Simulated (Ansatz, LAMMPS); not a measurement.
## Localised basis functions on glassy 65P2O5-35BaO (mol %) (89 atoms)

Aim: test how closely localised support functions follow the reference on glassy 65P2O5-35BaO (mol %) (89 atoms), and at what cost. A setting counts as converged where the r.m.s. difference of forces stays under 1 % of the r.m.s. force.

Method: Kohn-Sham DFT, PBE, PAW (set soft_2), plane waves, in Ansatz 0.2.0.

### 1. The structure

The cell holds 89 atoms: 22 P, 6 Ba and 61 O. Cell: a = 11.103 Å, b = 11.103 Å, c = 11.103 Å, α = 90.0°, β = 90.0°, γ = 90.0°. 89 atoms (22 P, 6 Ba, 61 O) placed at random at 3.09 g/cm³, melted at 4000 K for 10 ps at fixed volume with the Morse and Coulomb pair potential with partial charges (Pedone, Malavasi, Menziani, Cormack and Segre, J. Phys. Chem. B 110, 11780 (2006)). Quenched from 4000 K to 300 K at 10 K/ps and fixed volume, held 10 ps at zero pressure.

Before any run, some limits are plain. The quench rate of 10 K/ps is many orders above laboratory rates, so the cell is likely richer in defects and strain than a real sample. The starting topology of bonds comes from the classical model, and needn't be the one that DFT or experiment would give. The Brillouin zone is sampled at Γ only, in a cell whose shortest periodic width is 11 Å. No spin–orbit coupling is included, so levels derived from the heavy atoms are approximate.

### 2. How the cell was made

A classical potential supplies the starting structure, since it reaches far longer times than DFT.

This step: classical MD, Morse and Coulomb pair potential with partial charges (Pedone, Malavasi, Menziani, Cormack and Segre, J. Phys. Chem. B 110, 11780 (2006)) (LAMMPS 22 Jul 2025 - Update 4).

Contents of in.lmp:

```
# melt-quench of P22Ba6O61
units metal
atom_style charge
boundary p p p
region box block 0 11.0115 0 11.0115 0 11.0115
create_box 3 box
mass 1 30.9738   # P
mass 2 137.3270   # Ba
mass 3 15.9990   # O
create_atoms 1 random 22 717928 NULL overlap 1.5 maxtry 2000
create_atoms 2 random 6 717935 NULL overlap 1.5 maxtry 2000
create_atoms 3 random 61 717942 NULL overlap 1.5 maxtry 2000
pair_style hybrid/overlay pedone 5.5 coul/long 8.0
pair_coeff * * coul/long
pair_coeff 1 3 pedone 0.831326 2.585833 1.800790 1   # P-O
pair_coeff 2 3 pedone 0.065011 1.547596 3.393410 5   # Ba-O
pair_coeff 3 3 pedone 0.042395 1.379316 3.618701 22   # O-O
set type 1 charge 3
set type 2 charge 1.2
set type 3 charge -1.2
kspace_style pppm 1.0e-4
neigh_modify delay 0 every 1 check yes
thermo_style custom step time temp pe press density
thermo_modify norm yes
timestep 0.002
thermo 100
min_style cg
minimize 1e-4 1e-4 200 2000
reset_timestep 0
velocity all create 4000 717929 mom yes dist gaussian
fix lim all nve/limit 0.05
fix lan all langevin 4000 4000 0.2 717930 zero yes
thermo 500
run 1000 post no
# [... 7 lines left out ...]
fix md all nvt temp 4000 300 0.2
run 185000 post no
unfix md
thermo 1666
fix md all npt temp 300 300 0.2 iso 0 0 2
run 5000 post no
unfix md
write_dump all custom glass.dump id type xs ys zs modify sort id
```

Run with:

```console
$ lmp -in in.lmp -log none -nocite
```

Numbers of over 12 decimals in the logs are rounded to 6 here.

Output:

```text
LAMMPS (22 Jul 2025 - Update 4)
Created orthogonal box = (0 0 0) to (11.0115 11.0115 11.0115)
Created 22 atoms
Created 6 atoms
Created 61 atoms
PPPM initialization ...
  G vector (1/distance) = 0.38141495
  grid = 12 12 12
  estimated relative force accuracy = 7.7059045e-05
   Step          Time           Temp          PotEng         Press         Density
         0   0              0             -2.7240455      640726.74      3.0859806
       100   0.2            0             -20.496867      15609.943      3.0859806
       117   0.234          0             -20.562092      13845.699      3.0859806
[... 19 lines left out ...]
[... 2 lines left out ...]
Loop time of 1.70248 s on 1 MPI rank(s) for 5000 steps with 89 atoms
   Step          Time           Temp          PotEng         Press         Density
[... 12 lines left out ...]
Loop time of 60.6904 s on 1 MPI rank(s) for 185000 steps with 89 atoms
   Step          Time           Temp          PotEng         Press         Density
[... 1 line left out ...]
    191590   383.18         347.30656     -20.68254      -2091.7674      2.9753234
    193256   386.512        260.01405     -20.685875     -8566.7745      3.0224031
    194922   389.844        258.95479     -20.675647     -737.47123      2.9838394
    196000   392            331.57246     -20.676564     -7037.1976      3.0105294
Loop time of 2.15071 s on 1 MPI rank(s) for 5000 steps with 89 atoms
```

It took 65 s on 1 thread of Arm Neoverse V2, shared host; peak memory 0.07 GiB.

### 3. Plane-wave single point

The first run fixes the reference, at a cutoff of 420 eV.

Contents of input.yaml:

```yaml
crystal:
  lattice:
    - [11.10273, 0.0, 0.0]
    - [0.0, 11.10273, 0.0]
    - [0.0, 0.0, 11.10273]
  atoms:
    - { symbol: P, position: [0.33926, 0.46458, 0.25607] }
    - { symbol: P, position: [0.15334, 0.76818, 0.10785] }
    - { symbol: P, position: [0.01358, 0.92395, 0.92494] }
    - { symbol: P, position: [0.55561, 0.88807, 0.31706] }
    - { symbol: P, position: [0.76681, 0.12732, 0.65428] }
    - { symbol: P, position: [0.3946, 0.9895, 0.72318] }
    - { symbol: P, position: [0.76596, 0.4966, 0.12679] }
    - { symbol: P, position: [0.79782, 0.90949, 0.17939] }
    - { symbol: P, position: [0.62634, 0.89984, 0.59637] }
    - { symbol: P, position: [0.0229, 0.55031, 0.21731] }
    - { symbol: P, position: [0.2687, 0.89416, 0.33197] }
    - { symbol: P, position: [0.67884, 0.58229, 0.87581] }
    - { symbol: P, position: [0.00739, 0.46258, 0.84134] }
    - { symbol: P, position: [0.75427, 0.8453, 0.91623] }
    - { symbol: P, position: [0.39773, 0.0323, 0.00113] }
    - { symbol: P, position: [0.28727, 0.44137, 0.85172] }
    - { symbol: P, position: [0.14067, 0.89602, 0.68223] }
    - { symbol: P, position: [0.57642, 0.60002, 0.31185] }
    - { symbol: P, position: [0.43106, 0.31008, 0.04471] }
    - { symbol: P, position: [0.57179, 0.17761, 0.32302] }
    - { symbol: P, position: [0.82842, 0.25963, 0.40636] }
    - { symbol: P, position: [0.38186, 0.68419, 0.96598] }
    - { symbol: Ba, position: [0.09961, 0.18944, 0.15903] }
    - { symbol: Ba, position: [0.7833, 0.19871, 0.98685] }
    - { symbol: Ba, position: [0.17716, 0.56714, 0.5394] }
    - { symbol: Ba, position: [0.84679, 0.60077, 0.55995] }
    - { symbol: Ba, position: [0.20639, 0.20664, 0.51633] }
    - { symbol: Ba, position: [0.55124, 0.39874, 0.62925] }
    - { symbol: O, position: [0.02551, 0.45916, 0.70707] }
    - { symbol: O, position: [0.36666, 0.38662, 0.14224] }
    - { symbol: O, position: [0.81185, 0.19879, 0.53718] }
    - { symbol: O, position: [0.91041, 0.85767, 0.22967] }
    - { symbol: O, position: [0.76733, 0.36286, 0.14501] }
    - { symbol: O, position: [0.99614, 0.59123, 0.88523] }
    - { symbol: O, position: [0.34569, 0.35111, 0.93596] }
    - { symbol: O, position: [0.68638, 0.87527, 0.25738] }
    - { symbol: O, position: [0.07979, 0.42818, 0.19495] }
    - { symbol: O, position: [0.70217, 0.79721, 0.63679] }
    - { symbol: O, position: [0.52247, 0.23341, 0.21119] }
    - { symbol: O, position: [0.68137, 0.20487, 0.7182] }
    - { symbol: O, position: [0.70366, 0.72219, 0.88472] }
    - { symbol: O, position: [0.94482, 0.22229, 0.35025] }
    - { symbol: O, position: [0.47149, 0.51136, 0.28742] }
    - { symbol: O, position: [0.10057, 0.76987, 0.65562] }
    - { symbol: O, position: [0.238, 0.02728, 0.34261] }
    - { symbol: O, position: [0.26296, 0.73608, 0.03188] }
    - { symbol: O, position: [0.67992, 0.56421, 0.21994] }
    - { symbol: O, position: [0.26958, 0.57586, 0.22633] }
    - { symbol: O, position: [0.40699, 0.77547, 0.87261] }
    - { symbol: O, position: [0.80766, 0.04415, 0.17253] }
    - { symbol: O, position: [0.7061, 0.21014, 0.3542] }
    - { symbol: O, position: [0.15097, 0.42838, 0.8777] }
    - { symbol: O, position: [0.58312, 0.88411, 0.46193] }
    - { symbol: O, position: [0.54782, 0.36193, 0.01168] }
    - { symbol: O, position: [0.76397, 0.85466, 0.05552] }
    - { symbol: O, position: [0.53855, 0.73472, 0.30337] }
    - { symbol: O, position: [0.98361, 0.04686, 0.97817] }
    - { symbol: O, position: [0.70284, 0.01583, 0.59535] }
    - { symbol: O, position: [0.50908, 0.21347, 0.43729] }
    - { symbol: O, position: [0.2682, 0.01238, 0.03377] }
    - { symbol: O, position: [0.10024, 0.91942, 0.81631] }
    - { symbol: O, position: [0.61151, 0.58348, 0.4423] }
    - { symbol: O, position: [0.47474, 0.65356, 0.05993] }
    - { symbol: O, position: [0.07817, 0.83885, 0.0148] }
    - { symbol: O, position: [0.27763, 0.91915, 0.70031] }
    - { symbol: O, position: [0.873, 0.09565, 0.73207] }
    - { symbol: O, position: [0.55406, 0.55541, 0.84317] }
    - { symbol: O, position: [0.07275, 0.66359, 0.15147] }
    - { symbol: O, position: [0.73166, 0.5375, 0.00498] }
    - { symbol: O, position: [0.89021, 0.54537, 0.16044] }
    - { symbol: O, position: [0.32591, 0.568, 0.90769] }
    - { symbol: O, position: [0.69577, 0.94979, 0.86441] }
    - { symbol: O, position: [0.50715, 0.92999, 0.66658] }
    - { symbol: O, position: [0.75451, 0.5289, 0.77955] }
    - { symbol: O, position: [0.2923, 0.39897, 0.36042] }
    - { symbol: O, position: [0.42019, 0.16906, 0.02596] }
    - { symbol: O, position: [0.40758, 0.01951, 0.85803] }
    - { symbol: O, position: [0.20004, 0.83987, 0.21998] }
    - { symbol: O, position: [0.0981, 0.99198, 0.60419] }
    - { symbol: O, position: [0.81187, 0.3918, 0.42569] }
    - { symbol: O, position: [0.47988, 0.95146, 0.06945] }
    - { symbol: O, position: [0.02155, 0.57801, 0.35016] }
    - { symbol: O, position: [0.9338, 0.36822, 0.90422] }
    - { symbol: O, position: [0.89192, 0.86146, 0.88795] }
    - { symbol: O, position: [0.38042, 0.11176, 0.66395] }
    - { symbol: O, position: [0.31184, 0.43621, 0.71963] }
    - { symbol: O, position: [0.25478, 0.80718, 0.43422] }
    - { symbol: O, position: [0.56956, 0.03908, 0.31231] }
    - { symbol: O, position: [0.41033, 0.90152, 0.31171] }
kpoints:
  mp_grid: { grid: [1, 1, 1] }
hamiltonian:
  xc: pbe
scf:
  occupations: { method: fermi_dirac, width: 0.05 }
output:
  forces: true
  stress: true
  populations: intrinsic
  dos:
    method: { smearing: { sigma: 0.1 } }
    de: 0.1
    projected: { site_lists: { Ba: [Ba], O: [O], P: [P] } }
  eigenvalues: true
  write_density: true
  write_potential: true
  volumetric_format: npy
```

Run with:

```console
$ ansatz run input.yaml --threads 4 --pin off --max-ram 8192MiB --backend cpu --events-out ev --progress --plain --runs-dir out
```

Output:

```text
Engine: ansatz 0.2.0, aarch64-unknown-linux-gnu
Pseudopotentials: kind: paw
Pseudopotential: P, paw, valence charge 5, recommended cutoff 420 eV (normal), P.paw.azcp
Pseudopotential: Ba, paw, valence charge 10, recommended cutoff 420 eV (normal), Ba.paw.azcp
Pseudopotential: O, paw, valence charge 6, recommended cutoff 420 eV (normal), O.paw.azcp
Functional definition: PBE
  parameter kappa = 0.804
  parameter beta = 0.066725
  exchange = pbe_x(kappa = kappa, mu = beta*pi^2/3)
  correlation = pbe_c(beta = beta)
Crystal: 89 atoms, lattice volume = 1368.640 Å³
Basis set: ecut = 420 eV, 26865 PW (Γ), exchange–correlation on 150×150×150 points (8 copies of the dense FFT grid, shifted against one another)
Bands: 357, of which v1, the nominal top of the filled ones, is band 268 counted from 1 (267 counted from 0)
Symmetry: 1 space group operations
Space group: P1 (ITA 1), of the structure as read, at distance tolerance 1.1e-4 Å
k-points: 1
Non-local potential: P, projectors of the file, l = 0: 2, l = 1: 2, l = 2: 2
Non-local potential: Ba, projectors of the file, l = 0: 3, l = 1: 2, l = 2: 2, l = 3: 2
Non-local potential: O, projectors of the file, l = 0: 2, l = 1: 2, l = 2: 1
PAW form: soft (Blöchl's): semilocal exchange-correlation on the pseudo side does not see the compensation charge
PAW one-centre angular grid: P, 110 points (default); XC on 64 Gauss nodes
PAW one-centre angular grid: Ba, 194 points (default); XC on 64 Gauss nodes
PAW one-centre angular grid: O, 110 points (default); XC on 64 Gauss nodes
Initial density: superposition of atomic densities (neutral atoms: chi_scale 0, normalization atom), corrected by the library's trained network
Initial wavefunctions: pseudopotential atomic-orbital guess
Functional: x = pbe(κ = 0.804, μ = 0.219515), c = pbe(β = 0.066725)
SCF iter   1: F=—  HF=-86968.595686 eV  |F-HF|=—  |Δ(HF+E_count)|=         —  Δρ=4.22e-3  dr2=3.21e-1  ethr=1.77e-3  ⟨swp⟩=8.0  Hψ=2035  notcnv=0  defer=70
preconditioner: auto → Resta (q_TF=auto, 2.334 Å⁻¹)  ε∞=3.2  [insulator: Δε(μ)=2.673 eV  Ē_g=15.324 eV  σ=0.050 eV  W_gap=1.00  n_scr=304 (ndim 8)  ℏωp=23.0 eV  f_vac=0.178  D(μ)=0.00/eV (n_scr^D=0)  ε∞_Penn≈3.2]
SCF iter   2: F=—  HF=-86968.531840 eV  |F-HF|=—  |Δ(HF+E_count)|=   6.38e-2  Δρ=2.19e-3  dr2=6.63e-2  ethr=6.00e-5  ⟨swp⟩=3.0  Hψ=637  notcnv=0  defer=82
SCF iter   3: F=—  HF=-86968.522602 eV  |F-HF|=—  |Δ(HF+E_count)|=   9.24e-3  Δρ=8.86e-4  dr2=2.09e-2  ethr=1.24e-5  ⟨swp⟩=2.0  Hψ=478  notcnv=0  defer=82
SCF iter   4: F=—  HF=-86968.517901 eV  |F-HF|=—  |Δ(HF+E_count)|=   4.70e-3  Δρ=3.96e-4  dr2=2.34e-3  ethr=3.89e-6  ⟨swp⟩=3.0  Hψ=518  notcnv=0  defer=82
SCF iter   5: F=—  HF=-86968.517652 eV  |F-HF|=—  |Δ(HF+E_count)|=   2.49e-4  Δρ=2.08e-4  dr2=5.45e-4  ethr=4.37e-7  ⟨swp⟩=3.0  Hψ=666  notcnv=0  defer=82
SCF iter   6: F=—  HF=-86968.517647 eV  |F-HF|=—  |Δ(HF+E_count)|=   5.41e-6  Δρ=6.42e-5  dr2=4.70e-5  ethr=1.02e-7  ⟨swp⟩=3.0  Hψ=577  notcnv=0  defer=82
SCF iter   7: F=—  HF=-86968.515466 eV  |F-HF|=—  |Δ(HF+E_count)|=   2.18e-3  Δρ=2.81e-5  dr2=9.85e-6  ethr=8.78e-9  ⟨swp⟩=3.0  Hψ=633  notcnv=0  defer=82
SCF iter   8: F=—  HF=-86968.515467 eV  |F-HF|=—  |Δ(HF+E_count)|=   1.18e-6  Δρ=8.89e-6  dr2=1.13e-6  ethr=1.84e-9  ⟨swp⟩=2.0  Hψ=522  notcnv=0  defer=82
SCF iter   9: F=—  HF=-86968.515468 eV  |F-HF|=—  |Δ(HF+E_count)|=   6.30e-7  Δρ=4.01e-6  dr2=2.05e-7  ethr=2.10e-10  ⟨swp⟩=3.0  Hψ=533  notcnv=0  defer=82
SCF iter  10: F=-86968.515468 eV  HF=-86968.515468 eV  |F-HF|=2.81e-8  |Δ(HF+E_count)|=   3.80e-8  Δρ=2.24e-6  dr2=6.05e-8  ethr=1.87e-11  ⟨swp⟩=35.0  Hψ=4790  notcnv=0
SCF 1 converged in 10 iterations: F = -86968.515468 eV  dr2 = 6.05e-8
  greatest PAW one-centre occupation: 0.954 electrons in one spin orbital (limit 2), on the Ba atom at site 23 (counted from 0), in its partial waves of l = 0
WARN: The input density's exchange-correlation potential varies sharply where the density is thin. Do not read a vacuum level from v_tot or v_xc, or from such a field of the output density. On a cell that repeats whose density bears no net charge and no dipole along the vacuum's axis use v_es (v_loc + v_h of the components); [...]
SCF converged after 10 iterations
Free energy (F): -86968.515468 eV
Harris-Foulkes:  -86968.515468 eV  (|F-HF|=2.81e-8)
Internal energy: -86968.515468 eV  (E = F + TS)
E sigma→0 (E₀):  -86968.515468 eV
Fermi energy:    5.629627 eV
--- Per-component energies (eV) ---
  E_band       = -2812.391353
  E_kinetic    = 13579.151310
  E_local      = -40244.823357  (includes V_loc(G=0)·N_el)
  E_nonlocal   = 3941.428625
  E_hartree    = 15236.045109
  E_xc         = -6906.756613
  E_vxc        = -7951.163833  (∫ρ·V_xc dr)
  E_paw        = -53562.340712  (= ΣΔE_a)
  E_vpaw       = -2609.229319  (= ΣTr[D̂ρ^β])
  E_aug_tail   = 0.154477  (compensation charges beyond the density's cutoff)
  E_ewald      = -19011.374307
  E_smearing   = -0.000000  (= −TS)
  E_closure    = -0.000000  (closes the sum)
  Σ components = -86968.515468   (vs F -86968.515468, Δ=0.00e0)
--- Forces (eV/Å), atoms counted from 1 ---
  atom   1  P     -0.85077519     4.44540806    -0.90324768
  atom   2  P      2.32477332    -0.76105916     0.21925032
  atom   3  P     -1.45826685     2.79645979    -0.30608332
  atom   4  P     -0.49525352     1.75996599     0.99739848
  atom   5  P      4.23767389     0.92574120     1.27175705
  atom   6  P     -1.00362866     4.28462595    -0.08253439
  atom   7  P     -0.01969692    -3.74095860     3.21552935
  atom   8  P      3.07552851     2.99176225     1.45136699
  atom   9  P      1.29821993    -0.66625678    -1.00935891
  atom  10  P      0.43006204    -3.71516923     2.09452534
  atom  11  P      0.93442397     0.63744865     3.09697125
  atom  12  P      0.05860718    -1.33339985    -1.11066907
  atom  13  P     -0.05110795     2.74882203     1.62328907
  atom  14  P     -0.08156125     2.44316214     1.16436005
[...]
atom  88  O      0.09342730    -2.50268576    -0.49360110
  atom  89  O      2.00210660    -0.33629308    -1.22075962
  max |Σ_I F_I| component: 6.53e-5 eV/Å
--- Stress (GPa, compression-positive) ---
        3.195842      -0.241550      -0.347854
       -0.241553       0.260129      -0.825572
       -0.347856      -0.825571       1.882807
  P = ⅓ Tr σ = 1.7796 GPa (17.796 kbar)
--- Band table (eV) ---
  k-point 0: bands = ["-23.4936", "-23.2426", "-23.2021", "-23.1394", [... 341 levels ...], "12.0349", "12.0594", "12.0823", "12.1203", "12.1359", "12.1495", "12.1817", "12.1925", "12.2146", "12.2422", "12.2472", "12.2806"]
--- intrinsic populations: 89 sites ---
  site symbol       q [e]
     0      P      2.8225
     1      P      2.7048
     2      P      2.7752
[...]
88      O      6.8409
  spilling = 0.000000 (of n_electrons = 536.000000)
```

Elapsed: 21 s, on 4 threads of Arm Neoverse V2, shared host; peak memory 1.7 GiB; 82 s of CPU time.

Reading the cycles: dr2 is the Hartree energy of the density residual (eV), the measure of convergence; HF is the Harris–Foulkes estimate of the energy, which meets the free energy F at convergence.

The program notes that the exchange-correlation potential is rough where the density is thin.

Read from the output:

```
free energy                                      : -86968.5155 eV
free energy per atom                             : -977.1743 eV/atom
SCF cycles                                       : 10
pressure                                         : 1.78 GPa
r.m.s. force component                           : 1.42 eV/Å
longest force                                    : 4.933 eV/Å
Fermi energy                                     : 5.63 eV
gap (highest filled to lowest empty level) : 2.147 eV
```

The r.m.s. force component of 1.4 eV/Å sets the scale for the differences below.

### 4. Support functions low

With localised support functions most steps grow linearly with size, though the diagonalisation grows faster unless the density matrix is cut; this run measures error and cost at this size.

This step: Kohn-Sham DFT, PBE, PAW (set soft_2), localised support functions (low) (Ansatz 0.2.0).

input.yaml, the sections that differ from step 3:

```yaml
scf:
  occupations: { method: fermi_dirac, width: 0.05 }
  eigensolver: { kind: { support_functions: { accuracy: low } } }
  max_iter: 150
output:
  forces: true
  eigenvalues: true
# crystal, kpoints, hamiltonian: as in step 3
```

Output:

```text
Warning: scf.eigensolver.kind.support_functions: disabling space-group detection — the functions' gradient is summed over unrotated k-points, so no spatial operation reduces the k-mesh or symmetrises the density; time reversal is kept, so that k and −k are solved as one point where they differ and the mesh holds both, and exact exchange and, on two spinor components, a DFT+U term hold to it where the run has them: [...]
settings of this run that can trade accuracy for cost: scf.eigensolver.kind.support_functions; scf.eigensolver.kind.support_functions.accuracy: low [...]
[...]
Crystal: 89 atoms, lattice volume = 1368.640 Å³
Basis set: ecut = 420 eV, 26865 PW (Γ), exchange–correlation on 150×150×150 points (8 copies of the dense FFT grid, shifted against one another)
Bands: 322, of which v1, the nominal top of the filled ones, is band 268 counted from 1 (267 counted from 0)
Symmetry: 1 space group operations
k-points: 1
[...]
SCF iter   1: F=—  HF=-86926.430730 eV  |F-HF|=—  |Δ(HF+E_count)|=         —  Δρ=1.06e-1  dr2=1.94e2  ethr=1.00e-1
[...]
SCF iter  14: F=—  HF=-86968.938244 eV  |F-HF|=—  |Δ(HF+E_count)|=   3.05e-3  Δρ=2.61e-5  dr2=2.47e-5  ethr=1.98e-8  κ⁻¹=3.1e-5(r=7)
SCF iter  15: F=-86968.940872 eV  HF=-86968.940876 eV  |F-HF|=3.76e-6  |Δ(HF+E_count)|=   2.63e-3  Δρ=1.61e-5  dr2=8.81e-6  ethr=4.60e-9
SCF 1 converged in 15 iterations: F = -86968.987341 eV  dr2 = 8.81e-6
[...]
SCF converged after 15 iterations
Stability not checked: this state was not tested for a lower state beside it, because the mixer in use, unlike msr1, does not test its closes by its own steps (another_mixer; see scf.mixing.algorithm and scf.lower_state_search)
Free energy (F): -86968.987341 eV
[...]
Internal energy: -86968.987341 eV  (E = F + TS)
E sigma→0 (E₀):  -86968.987341 eV
Fermi energy:    5.630510 eV
[...]
Σ components = -86968.987341   (vs F -86968.987341, Δ=0.00e0)
--- Forces (eV/Å), atoms counted from 1 ---
  atom   1  P     -0.85105064     4.44601439    -0.90556158
  atom   2  P      2.32558077    -0.76146939     0.21868921
  atom   3  P     -1.45850440     2.79566626    -0.30810126
  atom   4  P     -0.49729187     1.76214655     0.99616561
[...]
atom  89  O      2.00292434    -0.33740995    -1.22149744
  max |Σ_I F_I| component: 1.07e-2 eV/Å
--- Band table (eV) ---
[...]
```

The job ended after 1.7 min (4 threads; peak memory 3.3 GiB; 6.8 min of CPU time).

The program notes that the band table was not solved further than the SCF left it and it switched symmetry off.

Keys that differ from the reference: support_functions.accuracy = "low" and scf.max_iter = 150.

Forces differ from the reference by 1.2 meV/Å r.m.s., 0.085 % of their size, well within a tolerance of 1 %; the energy by -5.3 meV/atom. It took 1.7 min and 15 cycles; the reference's time can't be set against it, since the two runs asked for unlike analyses.

[end of part 1 of 3]

[Logs are printed without paths, hosts, clocks, repeated set-up lines and the standing remarks that a program may print on its own settings, such as how far it seeks lower states.]

[Hosts, paths, dates, database ids (printed as entryN), source tags and the programs' standing remarks are cut or masked in the printed files.]
